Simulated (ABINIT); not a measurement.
# Quasiparticle gap of NaF (Villiaumite) in ABINIT, part 2 of 3

How does a plane-wave GW calculation on NaF (Villiaumite) run from the first input to the gap?

ABINIT 10.8.3; PBEsol and many-body steps on it, plane waves. Known limits of the many-body steps: not at the basis limit; coarse k mesh.

So far. Step 2 (Ground state): The gap is direct, at Γ.

## 3. Bands along the symmetry lines

Level of this step: DFT, PBEsol, plane waves, norm-conserving pseudopotentials (ABINIT).

The cheap functional maps the bands first; the places of the edges decide which points the dearer methods must see.

Contents of run.abi:

```
acell 3*1.0 Angstrom
rprim 
  -0.000000000000 2.320000000000 2.320000000000
  2.320000000000 -0.000000000000 2.320000000000
  2.320000000000 2.320000000000 -0.000000000000
ntypat 2
znucl 11 9
natom 2
typat 1 2
xred 
  0.000000000000 0.000000000000 0.000000000000
  0.500000000000 0.500000000000 0.500000000000
pp_dirpath "pseudos"
pseudos "Na.upf, F.upf"
ecut 38
iscf -2
irdden 1
kptopt 0
nkpt 50
kpt 
  0.00000000 0.00000000 0.00000000
  0.06250000 0.00000000 0.06250000
  0.12500000 0.00000000 0.12500000
  0.18750000 0.00000000 0.18750000
  0.25000000 0.00000000 0.25000000
  0.31250000 0.00000000 0.31250000
  0.37500000 0.00000000 0.37500000
  0.43750000 0.00000000 0.43750000
  0.50000000 0.00000000 0.50000000
  0.51562500 0.03125000 0.51562500
  0.53125000 0.06250000 0.53125000
  0.54687500 0.09375000 0.54687500
  0.56250000 0.12500000 0.56250000
  0.57812500 0.15625000 0.57812500
  0.59375000 0.18750000 0.59375000
  0.60937500 0.21875000 0.60937500
  0.62500000 0.25000000 0.62500000
  0.37500000 0.37500000 0.75000000
  0.32812500 0.32812500 0.65625000
  0.28125000 0.28125000 0.56250000
  0.23437500 0.23437500 0.46875000
  0.18750000 0.18750000 0.37500000
  0.14062500 0.14062500 0.28125000
  0.09375000 0.09375000 0.18750000
  0.04687500 0.04687500 0.09375000
  0.00000000 0.00000000 0.00000000
  0.06250000 0.06250000 0.06250000
  0.12500000 0.12500000 0.12500000
  0.18750000 0.18750000 0.18750000
  0.25000000 0.25000000 0.25000000
  0.31250000 0.31250000 0.31250000
  0.37500000 0.37500000 0.37500000
  0.43750000 0.43750000 0.43750000
  0.50000000 0.50000000 0.50000000
  0.50000000 0.46875000 0.53125000
  0.50000000 0.43750000 0.56250000
  0.50000000 0.40625000 0.59375000
  0.50000000 0.37500000 0.62500000
  0.50000000 0.34375000 0.65625000
  0.50000000 0.31250000 0.68750000
  0.50000000 0.28125000 0.71875000
  0.50000000 0.25000000 0.75000000
  0.50000000 0.21875000 0.71875000
  0.50000000 0.18750000 0.68750000
  0.50000000 0.15625000 0.65625000
  0.50000000 0.12500000 0.62500000
  0.50000000 0.09375000 0.59375000
  0.50000000 0.06250000 0.56250000
  0.50000000 0.03125000 0.53125000
  0.50000000 0.00000000 0.50000000
istwfk *1
nband 15
nbdbuf 2
tolwfr 1e-08
nstep 40
prtwf 0
prtvol 0
indata_prefix "in"
outdata_prefix "out"
tmpdata_prefix "tmp"
```

Started as:

```sh
$ OMP_NUM_THREADS=1 mpirun -n 4 abinit run.abi > log
```

Numbers of over 12 decimals in the logs are rounded to 6 here.

What it wrote:

```text
.Version 10.8.3 of ABINIT. v10.8.2 released Aug 2026.

 Symmetries : space group Fm -3 m (#225); Bravais cF (face-center cubic)
[... echo of the input left out ...]
== DATASET  1 ==================================================================
-   mpi_nproc: 4, omp_nthreads: 1 (-1 if OMP is not activated)

--- !DatasetInfo
iteration_state: {dtset: 1, }
dimensions: {natom: 2, nkpt: 50, mband: 15, nsppol: 1, nspinor: 1, nspden: 1, mpw: 1917, }
cutoff_energies: {ecut:  38.0, pawecutdg:  -1.0, }
electrons: {nelect:   1.60000000E+01, charge:   0.00000000E+00, occopt:   1.00000000E+00, tsmear:   1.00000000E-02, }

 Real(R)+Recip(G) space primitive vectors, cartesian coordinates (Bohr,Bohr^-1):
 R(1)=  0.0000000  4.3841646  4.3841646  G(1)= -0.1140468  0.1140468  0.1140468
 R(2)=  4.3841646  0.0000000  4.3841646  G(2)=  0.1140468 -0.1140468  0.1140468
 R(3)=  4.3841646  4.3841646  0.0000000  G(3)=  0.1140468  0.1140468 -0.1140468
 Unit cell volume ucvol=  1.6853517E+02 bohr^3
 Angles (23,13,12)=  6.00000000E+01  6.00000000E+01  6.00000000E+01 degrees

 getcut: wavevector=  0.0000  0.0000  0.0000  ngfft=  36  36  36
         ecut(hartree)=     38.000   => boxcut(ratio)=   2.09240

--- Pseudopotential description ------------------------------------------------
- Na Generated using ONCVPSP code by D. R. Hamann
- 11.00000   9.00000  180301                  znucl, zion, pspdat
12 -116133 1 -1 2016                          pspcod,pspxc,lmax,lloc,mmax
     nproj     2     2     0
  pspatm : epsatm=    9.32918808
         --- l  ekb(1:nproj) -->
             0    2.657905   -0.678300
             1   -6.761319   -2.404728
 pspatm: atomic psp has been read  and splines computed

- F Generated using ONCVPSP code by D. R. Hamann
-  9.00000   7.00000  180301                  znucl, zion, pspdat
12 -116133 2 -1 832                           pspcod,pspxc,lmax,lloc,mmax
     nproj     2     2     1
  pspatm : epsatm=    4.89824381
         --- l  ekb(1:nproj) -->
             0    6.506434    1.065875
[...]
2   -2.394754
 pspatm: atomic psp has been read  and splines computed

--------------------------------------------------------------------------------

================================================================================
 prteigrs : about to open file out_EIG
 Non-SCF case, kpt    1 (  0.00000  0.00000  0.00000), residuals and eigenvalues=
  7.19E-09  1.24E-09  1.47E-09  4.36E-09  7.57E-09  9.87E-10  7.36E-09  9.32E-09
  3.52E-09  5.08E-10  3.61E-09  8.49E-09  2.40E-09  3.65E-09  3.80E-08
 -1.7737E+00 -7.5210E-01 -7.4655E-01 -7.4655E-01 -7.4655E-01 -5.4556E-02
 -5.4556E-02 -5.4556E-02  1.7257E-01  6.4004E-01  6.4004E-01  6.4004E-01
[...]
Non-SCF case, kpt    2 (  0.06250  0.00000  0.06250), residuals and eigenvalues=
  3.82E-09  2.94E-09  1.89E-09  4.81E-09  1.90E-09  5.13E-09  1.75E-09  7.87E-10
[...]
2.24E-09  8.69E-09  3.18E-09  7.75E-09  4.12E-09  4.29E-09  2.60E-09  7.29E-09
  4.77E-09  2.44E-09  1.10E-09  7.22E-09  3.60E-09  2.87E-09  6.10E-09
[...]
Non-SCF case, kpt   49 (  0.50000  0.03125  0.53125), residuals and eigenvalues=
[...]
Non-SCF case, kpt   50 (  0.50000  0.00000  0.50000), residuals and eigenvalues=
[...]
-1.7730E+00 -7.5172E-01 -7.4850E-01 -7.4850E-01 -7.4300E-01 -1.0180E-01
 -6.9487E-02 -6.9487E-02  4.2184E-01  4.2876E-01  4.4297E-01  6.6616E-01
[...]
--- !ResultsGS
iteration_state: {dtset: 1, }
comment   : Summary of ground state results
lattice_vectors:
- [ -0.0000000,   4.3841646,   4.3841646, ]
- [  4.3841646,  -0.0000000,   4.3841646, ]
- [  4.3841646,   4.3841646,  -0.0000000, ]
lattice_lengths: [   6.20015,    6.20015,    6.20015, ]
lattice_angles: [ 60.000,  60.000,  60.000, ] # degrees, (23, 13, 12)
lattice_volume:   1.6853517E+02
convergence: {deltae:  0.000E+00, res2:  0.000E+00, residm:  9.992E-09, diffor:  0.000E+00, }
etotal    :  -7.03042563E+01
entropy   :   0.00000000E+00
fermie    :  -5.45562277E-02
cartesian_stress_tensor: null
pressure_GPa: null
xred      :
- [  0.0000E+00,   0.0000E+00,   0.0000E+00, Na]
- [  5.0000E-01,   5.0000E-01,   5.0000E-01,  F]
cartesian_forces: null
force_length_stats: {min: null, max: null, mean: null, }

 Integrated electronic density in atomic spheres:
 ------------------------------------------------
 Atom  Sphere_radius  Integrated_density
[...]
================================================================================

 ----iterations are completed or convergence reached----

 Mean square residual over all n,k,spin=   35.177E-10; max=  99.925E-10
 reduced coordinates (array xred) for    2 atoms
       0.000000000000      0.000000000000      0.000000000000
       0.500000000000      0.500000000000      0.500000000000

 cartesian coordinates (angstrom) at end:
    1      0.000000     0.000000     0.000000
    2      2.320000     2.320000     2.320000
 length scales=  1.889726125908  1.889726125908  1.889726125908 bohr
              =  1.000000000000  1.000000000000  1.000000000000 angstroms
 prteigrs : about to open file out_EIG
 Eigenvalues (hartree) for nkpt=  50  k points:
 kpt#   1, nband= 15, wtk=  1.00000, kpt=  0.0000  0.0000  0.0000 (reduced coord)
[...]
kpt#   2, nband= 15, wtk=  1.00000, kpt=  0.0625  0.0000  0.0625 (reduced coord)
[...]
kpt#   3, nband= 15, wtk=  1.00000, kpt=  0.1250  0.0000  0.1250 (reduced coord)
[...]
kpt#  49, nband= 15, wtk=  1.00000, kpt=  0.5000  0.0313  0.5313 (reduced coord)
  -1.77305   -0.75169   -0.75003   -0.74853   -0.74142   -0.10153   -0.06985   -0.06973
   0.42188    0.42866    0.44437    0.66195    0.66845    0.82830    1.00123
 kpt#  50, nband= 15, wtk=  1.00000, kpt=  0.5000  0.0000  0.5000 (reduced coord)
  -1.77305   -0.75172   -0.74850   -0.74850   -0.74300   -0.10180   -0.06949   -0.06949
   0.42184    0.42876    0.44297    0.66616    0.66616    0.82396    1.00144

== END DATASET(S) ==============================================================
================================================================================

 -outvars: echo values of variables after computation  --------
            nband          15
             nkpt          50
          spgroup         225
 [... the other variables as echoed above ...]

 Calculation completed.
```

The job ended after 5.7 s (4 MPI ranks of Arm Neoverse V1, shared host; peak memory 0.26 GiB).

Numbers from this step:

| Item | Value |
| --- | --- |
| gap | 6.181 eV |
| k of the valence top | 0, 0, 0 |
| k of the conduction bottom | 0, 0, 0 |
| least direct gap | 6.181 eV |

The gap is 6.181 eV, as in the run before at this level.

The electronic bands at the labelled points (eV, zero at the top of the highest filled band; v1 is the highest filled band, c1 the lowest empty one):

```
    point      v4     v3     v2     v1     c1     c2     c3     c4
        Γ  -18.83   0.00   0.00   0.00   6.18  18.90  18.90  18.90
  halfway  -18.38  -0.91  -0.21  -0.21   8.61  14.86  19.00  19.28
        X  -18.73  -1.29  -0.41  -0.41  12.96  13.15  13.54  19.61
  halfway  -18.55  -1.23  -0.54  -0.40  12.98  13.10  13.84  19.30
        U  -18.34  -1.07  -0.83  -0.37  12.67  13.05  14.64  19.28
jump to K  -18.34  -1.07  -0.83  -0.37  12.67  13.05  14.64  19.28
  halfway  -18.24  -1.02  -0.32  -0.16   8.81  14.56  18.13  20.85
        Γ  -18.83   0.00   0.00   0.00   6.18  18.90  18.90  18.90
  halfway  -18.29  -0.90  -0.13  -0.13   8.04  15.00  19.64  19.64
        L  -18.02  -1.59  -0.25  -0.25  10.62  12.33  19.98  19.98
  halfway  -18.16  -1.31  -0.58  -0.34  11.62  12.57  17.02  18.85
        W  -18.32  -0.88  -0.88  -0.57  13.04  13.04  15.13  16.77
  halfway  -18.46  -1.17  -0.55  -0.49  12.98  13.11  14.12  18.27
        X  -18.73  -1.29  -0.41  -0.41  12.96  13.15  13.54  19.61
```

The electronic bands as a text plot (rows in eV, shown from -8.0 to 12.2 only):

```
   11.8 |          ++      +                          ++
   10.9 |         +         ++                   +++++
   10.1 |                     ++                +
    9.2 |       ++                             +
    8.4 |     ++                +           +++
    7.6 |    +                   ++        +
    6.7 | +++                      +++  +++
    5.9 |+                            ++
    5.0 |
    4.2 |
    3.4 |
    2.5 |
    1.7 |
    0.8 |
    0.0 |***********************************************       **
   -0.9 |    ******** *************        ****      ***********
   -1.7 |            *                         ********         *
   -2.5 |
   -3.4 |
   -4.2 |
   -5.1 |
   -5.9 |
   -6.7 |
   -7.6 |
         Γ           X  U|K            Γ         L        W     X
```

## 4. Empty states on the mesh, 4×4×4 mesh, 30 bands

The sums over transitions need many empty states on a uniform mesh; this step solves for them.

Contents of run.abi:

```
acell 3*1.0 Angstrom
rprim 
  -0.000000000000 2.320000000000 2.320000000000
  2.320000000000 -0.000000000000 2.320000000000
  2.320000000000 2.320000000000 -0.000000000000
ntypat 2
znucl 11 9
natom 2
typat 1 2
xred 
  0.000000000000 0.000000000000 0.000000000000
  0.500000000000 0.500000000000 0.500000000000
pp_dirpath "pseudos"
pseudos "Na.upf, F.upf"
ecut 38
ngkpt 4 4 4
nshiftk 1
shiftk 0 0 0
kptopt 1
chksymbreak 0
iscf -2
irdden 1
istwfk *1
nband 30
nbdbuf 4
tolwfr 1e-09
nstep 60
prtvol 0
indata_prefix "in"
outdata_prefix "out"
tmpdata_prefix "tmp"
```

What it wrote:

```text
.Version 10.8.3 of ABINIT. v10.8.2 released Aug 2026.

 Symmetries : space group Fm -3 m (#225); Bravais cF (face-center cubic)
[... echo of the input left out ...]
== DATASET  1 ==================================================================
-   mpi_nproc: 4, omp_nthreads: 1 (-1 if OMP is not activated)

--- !DatasetInfo
iteration_state: {dtset: 1, }
dimensions: {natom: 2, nkpt: 8, mband: 30, nsppol: 1, nspinor: 1, nspden: 1, mpw: 1917, }
cutoff_energies: {ecut:  38.0, pawecutdg:  -1.0, }
electrons: {nelect:   1.60000000E+01, charge:   0.00000000E+00, occopt:   1.00000000E+00, tsmear:   1.00000000E-02, }

 Real(R)+Recip(G) space primitive vectors, cartesian coordinates (Bohr,Bohr^-1):
 R(1)=  0.0000000  4.3841646  4.3841646  G(1)= -0.1140468  0.1140468  0.1140468
 R(2)=  4.3841646  0.0000000  4.3841646  G(2)=  0.1140468 -0.1140468  0.1140468
 R(3)=  4.3841646  4.3841646  0.0000000  G(3)=  0.1140468  0.1140468 -0.1140468
 Unit cell volume ucvol=  1.6853517E+02 bohr^3
 Angles (23,13,12)=  6.00000000E+01  6.00000000E+01  6.00000000E+01 degrees

 getcut: wavevector=  0.0000  0.0000  0.0000  ngfft=  36  36  36
         ecut(hartree)=     38.000   => boxcut(ratio)=   2.09240

--- Pseudopotential description ------------------------------------------------
- Na Generated using ONCVPSP code by D. R. Hamann
- 11.00000   9.00000  180301                  znucl, zion, pspdat
12 -116133 1 -1 2016                          pspcod,pspxc,lmax,lloc,mmax
     nproj     2     2     0
  pspatm : epsatm=    9.32918808
         --- l  ekb(1:nproj) -->
             0    2.657905   -0.678300
             1   -6.761319   -2.404728
 pspatm: atomic psp has been read  and splines computed

- F Generated using ONCVPSP code by D. R. Hamann
-  9.00000   7.00000  180301                  znucl, zion, pspdat
12 -116133 2 -1 832                           pspcod,pspxc,lmax,lloc,mmax
     nproj     2     2     1
  pspatm : epsatm=    4.89824381
         --- l  ekb(1:nproj) -->
             0    6.506434    1.065875
[...]
2   -2.394754
 pspatm: atomic psp has been read  and splines computed

--------------------------------------------------------------------------------

================================================================================
 prteigrs : about to open file out_EIG
 Non-SCF case, kpt    1 (  0.00000  0.00000  0.00000), residuals and eigenvalues=
  5.09E-10  7.36E-10  1.38E-10  2.12E-10  7.46E-10  1.84E-10  3.85E-10  1.46E-10
  3.89E-10  1.81E-10  4.41E-10  5.34E-10  2.18E-11  1.79E-10  5.18E-10  1.27E-10
  3.25E-10  3.26E-10  2.58E-10  5.75E-10  2.45E-10  3.87E-10  5.18E-10  4.90E-10
  7.74E-10  3.28E-10  3.56E-08  3.40E-05  5.39E-10  2.81E-10
 -1.7737E+00 -7.5210E-01 -7.4655E-01 -7.4655E-01 -7.4655E-01 -5.4556E-02
 -5.4556E-02 -5.4556E-02  1.7257E-01  6.4004E-01  6.4004E-01  6.4004E-01
  7.3704E-01  8.2696E-01  8.2696E-01  9.2422E-01  9.2422E-01  9.2422E-01
  1.1819E+00  1.1819E+00  1.1819E+00  1.3719E+00  1.7140E+00  1.7140E+00
  1.7140E+00  1.7577E+00  1.8620E+00  1.8621E+00  1.8870E+00  1.8870E+00
 prteigrs : prtvol=0 or 1, do not print more k-points.

--- !ResultsGS
iteration_state: {dtset: 1, }
comment   : Summary of ground state results
lattice_vectors:
- [ -0.0000000,   4.3841646,   4.3841646, ]
- [  4.3841646,  -0.0000000,   4.3841646, ]
- [  4.3841646,   4.3841646,  -0.0000000, ]
lattice_lengths: [   6.20015,    6.20015,    6.20015, ]
lattice_angles: [ 60.000,  60.000,  60.000, ] # degrees, (23, 13, 12)
lattice_volume:   1.6853517E+02
convergence: {deltae:  0.000E+00, res2:  0.000E+00, residm:  9.899E-10, diffor:  0.000E+00, }
etotal    :  -7.03042563E+01
entropy   :   0.00000000E+00
fermie    :  -5.45562277E-02
cartesian_stress_tensor: null
pressure_GPa: null
xred      :
- [  0.0000E+00,   0.0000E+00,   0.0000E+00, Na]
- [  5.0000E-01,   5.0000E-01,   5.0000E-01,  F]
cartesian_forces: null
force_length_stats: {min: null, max: null, mean: null, }

 Integrated electronic density in atomic spheres:
 ------------------------------------------------
 Atom  Sphere_radius  Integrated_density
[...]
================================================================================

 ----iterations are completed or convergence reached----

 Mean square residual over all n,k,spin=   42.245E-11; max=  98.990E-11
 reduced coordinates (array xred) for    2 atoms
       0.000000000000      0.000000000000      0.000000000000
       0.500000000000      0.500000000000      0.500000000000

 cartesian coordinates (angstrom) at end:
    1      0.000000     0.000000     0.000000
    2      2.320000     2.320000     2.320000
 length scales=  1.889726125908  1.889726125908  1.889726125908 bohr
              =  1.000000000000  1.000000000000  1.000000000000 angstroms
 prteigrs : about to open file out_EIG
 Eigenvalues (hartree) for nkpt=   8  k points:
 kpt#   1, nband= 30, wtk=  0.01563, kpt=  0.0000  0.0000  0.0000 (reduced coord)
  -1.77369   -0.75210   -0.74655   -0.74655   -0.74655   -0.05456   -0.05456   -0.05456
   0.17257    0.64004    0.64004    0.64004    0.73704    0.82696    0.82696    0.92422
   0.92422    0.92422    1.18189    1.18189    1.18189    1.37193    1.71396    1.71396
   1.71396    1.75774    1.86203    1.86212    1.88699    1.88699
 prteigrs : prtvol=0 or 1, do not print more k-points.

== END DATASET(S) ==============================================================
================================================================================

 -outvars: echo values of variables after computation  --------
            nband          30
             nkpt           8
          spgroup         225
 [... the other variables as echoed above ...]

 Calculation completed.
```

It took 3.4 s on 4 MPI ranks; peak memory 0.24 GiB.

Numbers from this step:

```yaml
gap: 6.181 eV
k_of_the_valence_top: 0, 0, 0
k_of_the_conduction_bottom: 0, 0, 0
least_direct_gap: 6.181 eV
k_points_computed: 8
lowest_point_of_the_top_converged_band_above_the_valence_top: 44.04 eV
```

On this mesh the gap is 6.181 eV.

## 5. Screening, 4×4×4 mesh, 26 bands, screening to 108.8 eV

The RPA dielectric matrix is built and inverted for each q.

This step: RPA screening on PBEsol, plane waves, norm-conserving pseudopotentials.

Changes to run.abi since step 4:

```diff
@@ -20,10 +20,11 @@
 chksymbreak 0
-iscf -2
-irdden 1
 istwfk *1
-nband 30
-nbdbuf 4
-tolwfr 1e-09
-nstep 60
-prtvol 0
+occopt 1
+irdwfk 1
+optdriver 3
+nband 26
+ecuteps 4
+inclvkb 2
+awtr 1
+symchi 1
 indata_prefix "in"
```

What it wrote:

```text
.Version 10.8.3 of ABINIT. v10.8.2 released Aug 2026.

 Symmetries : space group Fm -3 m (#225); Bravais cF (face-center cubic)
[... echo of the input left out ...]
== DATASET  1 ==================================================================
-   mpi_nproc: 4, omp_nthreads: 1 (-1 if OMP is not activated)

--- !DatasetInfo
iteration_state: {dtset: 1, }
dimensions: {natom: 2, nkpt: 8, mband: 26, nsppol: 1, nspinor: 1, nspden: 1, mpw: 1917, }
cutoff_energies: {ecut:  38.0, pawecutdg:  -1.0, }
electrons: {nelect:   1.60000000E+01, charge:   0.00000000E+00, occopt:   1.00000000E+00, tsmear:   1.00000000E-02, }

 SCREENING: Calculation of the susceptibility and dielectric matrices

 Based on a program developped by R.W. Godby, V. Olevano, G. Onida, and L. Reining.
 Incorporated in ABINIT by V. Olevano, G.-M. Rignanese, and M. Torrent.
.Using double precision arithmetic ; gwpc =  8

[... cell and pseudopotentials left out ...]
--------------------------------------------------------------------------------

 ==== K-mesh for the wavefunctions ====
 Number of points in the irreducible wedge :     8
[... list of points left out ...]
 Together with 48 symmetry operations and time-reversal symmetry
 yields    64 points in the full Brillouin Zone.

 ==== Q-mesh for the screening function ====
 Number of points in the irreducible wedge :     8
[... list of points left out ...]
 Together with 48 symmetry operations and time-reversal symmetry
 yields    64 points in the full Brillouin Zone.

 setmesh: FFT mesh size selected  =    24x   24x   24
          total number of points  =        13824

 vcoul_init : cutoff-mode = AUXILIARY_FUNCTION
 q-points for optical limit:   1
     1)      0.000010    0.000020    0.000030

- screening: taking advantage of time-reversal symmetry
- Maximum band index for partially occupied states nbvw = 8
- Remaining bands to be divided among processors   nbcw = 18
- Number of bands treated by each node ~4

 Number of electrons calculated from density =   16.0000; Expected =   16.0000
 average of density, n =  0.094936
 r_s =    1.3599
 omega_plasma =   29.7215 [eV]

 calculating chi0 at frequencies [eV] :
  1    0.000000E+00    0.000000E+00
  2    0.000000E+00    2.972147E+01

--------------------------------------------------------------------------------
  q-point number  1        q = ( 0.000000, 0.000000, 0.000000) [r.l.u.]
--------------------------------------------------------------------------------
[... chi0 elements left out ...]
 For q-point:  0.000010 0.000020 0.000030
  dielectric constant =   1.7975
  dielectric constant without local fields =   1.8673

  Average fulfillment of the sum rule on Im[epsilon] for q-point    1 :     21.46  [%]
[... wings left out ...]
  q-point number  2        q = ( 0.250000, 0.000000, 0.000000) [r.l.u.]
--------------------------------------------------------------------------------
[... chi0 elements left out ...]
  Average fulfillment of the sum rule on Im[epsilon] for q-point    2 :     37.63  [%]

 [... 6 further q-points ...]
```

Elapsed: 3.7 s, on 4 MPI ranks; peak memory 0.38 GiB; 15 s of CPU time.

Numbers from this step:

```
ε∞ with local fields, on this mesh, along the program's q direction : 1.798
the same without local fields                                       : 1.867
plasma frequency                                                    : 29.72 eV
plane waves in the screening matrix                                 : 59
```

Local fields lower ε∞ by 4 %. On a Γ-centred mesh this coarse the value itself is usually too large, while a short band sum pulls it down.

(Part 2 of 3 ends here.)

[Paths, hosts, dates, memory and timing lines, banners, echoed tables and standing remarks are left out of the program output.]

[Logs are printed without paths, hosts, clocks, repeated set-up lines and the standing remarks that a program may print on its own settings, such as how far it seeks lower states.]

[Runs of the session that timed out or met a known fault of the program may be left out.]

[Hosts, paths, dates, database ids (printed as entryN), source tags and the programs' standing remarks are cut or masked in the printed files.]

[G0W0 gaps are taken among the corrected bands and points alone; a level outside them can change the order at an edge.]

[Where Ansatz stands beside ABINIT at settings called matched, ABINIT's density can come from a denser mesh and the files from another edition; pairs whose starting gaps differed by over 0.03 eV were left out, so agreement reads better than it is.]
